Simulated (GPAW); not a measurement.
# Optical response of AlN, part 2 of 2

Wanted: where AlN starts to absorb, how strongly, and its refractive index.

GPAW 26.7.0; DFT, PBE, plane-wave PAW (GPAW data sets), scalar-relativistic, RPA, optical limit.

So far. Step 2 (Ground state): There is a gap, 3.46 eV on this mesh (points off the mesh can give less), so no carriers' term is needed.

**4. Dielectric function, RPA (continued)**

The Im ε, E ∥ x has structure finer than the step of the table below, so its rows give means over 0.5 eV, whole bins alone (the curve runs from 0 to 21.9 eV). Peaks (eV: height): 7.27: 8.04, 8.03: 8.03, 9.96: 4.69, 11.03: 4.82, 13.17: 4.84.

Values under the direct gap are tails of Lorentzian lines. Im ε, E ∥ x against photon energy; means over each step:

```
photon energy (eV)  Im ε, E ∥ x
               0.5      0.00535
               1.0       0.0111
               1.5       0.0176
               2.0       0.0257
               2.5       0.0365
               3.0       0.0529
               3.5       0.0844
               4.0        0.240
               4.5        0.791
               5.0         1.40
               5.5         2.75
               6.0         3.83
               6.5         5.23
               7.0         6.24
               7.5         7.02
               8.0         6.99
               8.5         4.09
               9.0         2.60
               9.5         3.66
              10.0         4.45
              10.5         3.45
              11.0         4.38
              11.5         4.02
              12.0         3.91
              12.5         4.42
              13.0         4.53
              13.5         3.76
              14.0         2.99
              14.5         3.16
              15.0         2.62
              15.5         1.76
              16.0         1.52
              16.5         1.15
              17.0         1.11
              17.5        0.832
              18.0        0.832
              18.5        0.624
              19.0        0.491
              19.5        0.460
              20.0        0.384
              20.5        0.421
              21.0        0.358
              21.5        0.318
```

Re ε, E ∥ x against photon energy:

```csv
photon energy (eV),"Re ε, E ∥ x"
0,4.42
1,4.47
2,4.65
3,5.02
4,5.92
5,7.13
6,6.27
7,6.05
8,1.88
9,1.95
10,1.49
11,1.71
12,0.840
13,-0.0943
14,-0.856
15,-1.82
16,-1.37
17,-0.923
18,-0.713
19,-0.380
20,-0.174
21,-0.0233
```

The reflectivity at normal incidence, E ∥ x has structure finer than the step of the table below, so its rows give means over 1 eV, whole bins alone (the curve runs from 0 to 21.9 eV). Peaks (eV: height): 8.1: 37.3, 13.3: 37.6, 15.2: 46.8, 16.0: 45.9, 17.3: 46.1, 18.2: 46.0, 18.9: 45.3.

Table of reflectivity at normal incidence, E ∥ x by photon energy; means over each step:

```
photon energy (eV)  reflectivity at normal incidence, E ∥ x (%)
                 1                                         12.8
                 2                                         13.5
                 3                                         14.7
                 4                                         17.5
                 5                                         21.2
                 6                                         24.3
                 7                                         28.5
                 8                                         32.2
                 9                                         18.2
                10                                         21.6
                11                                         22.8
                12                                         23.0
                13                                         31.0
                14                                         32.9
                15                                         41.1
                16                                         43.2
                17                                         42.1
                18                                         40.6
                19                                         41.1
                20                                         32.1
                21                                         25.5
```

The refractive index n and extinction k by photon energy:

```
photon energy (eV)      n        k
                 0   2.10        0
                 1   2.12  0.00261
                 2   2.16  0.00593
                 3   2.24   0.0117
                 4   2.43   0.0479
                 5   2.68    0.272
                 6   2.61    0.748
                 7   2.71     1.14
                 8   2.23     1.76
                 9   1.59    0.771
                10   1.78     1.30
                11   1.85     1.30
                12   1.54     1.23
                13   1.46     1.50
                14   1.02     1.38
                15  0.825     1.58
                16  0.569     1.30
                17  0.534     1.10
                18  0.468    0.966
                19  0.329    0.699
                20  0.344    0.540
                21  0.410    0.438
```

The Im ε, E ∥ x has structure finer than the step of the table below, so its rows give means over 0.5 eV, whole bins alone (the curve runs from 0 to 21.9 eV). Peaks (eV: height): without local fields 5.92: 4.62, 7.27: 8.49, 8.03: 8.81, 9.75: 5.32, 10.95: 6.56, 12.59: 6.20; with local fields 7.27: 8.04, 8.03: 8.03, 9.96: 4.69, 11.03: 4.82, 13.17: 4.84.

Values under the direct gap are tails of Lorentzian lines. The Im ε, E ∥ x by photon energy; means over each step:

```csv
photon energy (eV),without local fields,with local fields
0.5,0.00580,0.00535
1.0,0.0120,0.0111
1.5,0.0191,0.0176
2.0,0.0277,0.0257
2.5,0.0393,0.0365
3.0,0.0565,0.0529
3.5,0.0889,0.0844
4.0,0.241,0.240
4.5,0.772,0.791
5.0,1.42,1.40
5.5,2.92,2.75
6.0,4.14,3.83
6.5,5.66,5.23
7.0,6.83,6.24
7.5,7.47,7.02
8.0,7.61,6.99
8.5,4.56,4.09
9.0,3.27,2.60
9.5,4.37,3.66
10.0,4.84,4.45
10.5,4.13,3.45
11.0,5.93,4.38
11.5,5.48,4.02
12.0,5.54,3.91
12.5,5.76,4.42
13.0,4.86,4.53
13.5,3.34,3.76
14.0,2.83,2.99
14.5,2.72,3.16
15.0,1.88,2.62
15.5,1.37,1.76
16.0,1.20,1.52
16.5,0.948,1.15
17.0,0.910,1.11
17.5,0.683,0.832
18.0,0.616,0.832
18.5,0.470,0.624
19.0,0.393,0.491
19.5,0.378,0.460
20.0,0.328,0.384
20.5,0.364,0.421
21.0,0.308,0.358
21.5,0.267,0.318
```

Optical constants at common wavelengths, from n + ik = √ε:

```
wavelength (nm)     n      k  R (%)     1/α
           1064  2.12  0.003   12.9   27 µm
            633  2.15  0.006   13.4  8.7 µm
            532  2.18  0.007   13.8  5.7 µm
            450  2.22  0.010   14.3  3.6 µm
            365  2.30  0.016   15.5  1.8 µm
            308  2.44  0.054   17.6  455 nm
            193  2.72  0.886   25.6   17 nm
```

Below the direct gap, k and the depth come from the tails of the Lorentzian lines, not from transitions.

Rows near the edge hang on the gap, which this functional as a rule makes too small, and phonon-assisted absorption is left out.

**5. Results**

```json
{
 "electronic dielectric constant ε∞, mean over x, y and z (by symmetry where fewer were run) (RPA)": "4.42",
 "main peak of Im epsilon, first axis": "7.29 eV"
}
```

In words: At this level (PBE, RPA) AlN has ε∞ = 4.42 and n = 2.11 at 1550 nm, and Im ε peaks at 7.3 eV. On the mesh the gap is 3.28 eV and the least direct gap 4.11 eV, so on this mesh the band edges lie at different points. Local fields change the static value along x from 4.72 to 4.42 (-6 %). Distinct maxima of Im ε, read by a parabola through the highest points, lie at 6.65 eV (5.8), 7.29 eV (8.1), 7.72 eV (7.1) and 8.03 eV (8.0). Excitons and phonon-assisted transitions are missing; PBE gaps are as a rule too small, which pulls the onset down and ε∞ up. The sum runs over mesh points, so small or evenly spaced maxima can still be ripples of the mesh.

[Machine, clock and banner lines and Python warnings are left out of the logs.]

[Logs are printed without paths, hosts, clocks, repeated set-up lines and the standing remarks that a program may print on its own settings, such as how far it seeks lower states.]

[Hosts, paths, dates, database ids (printed as entryN), source tags and the programs' standing remarks are cut or masked in the printed files.]
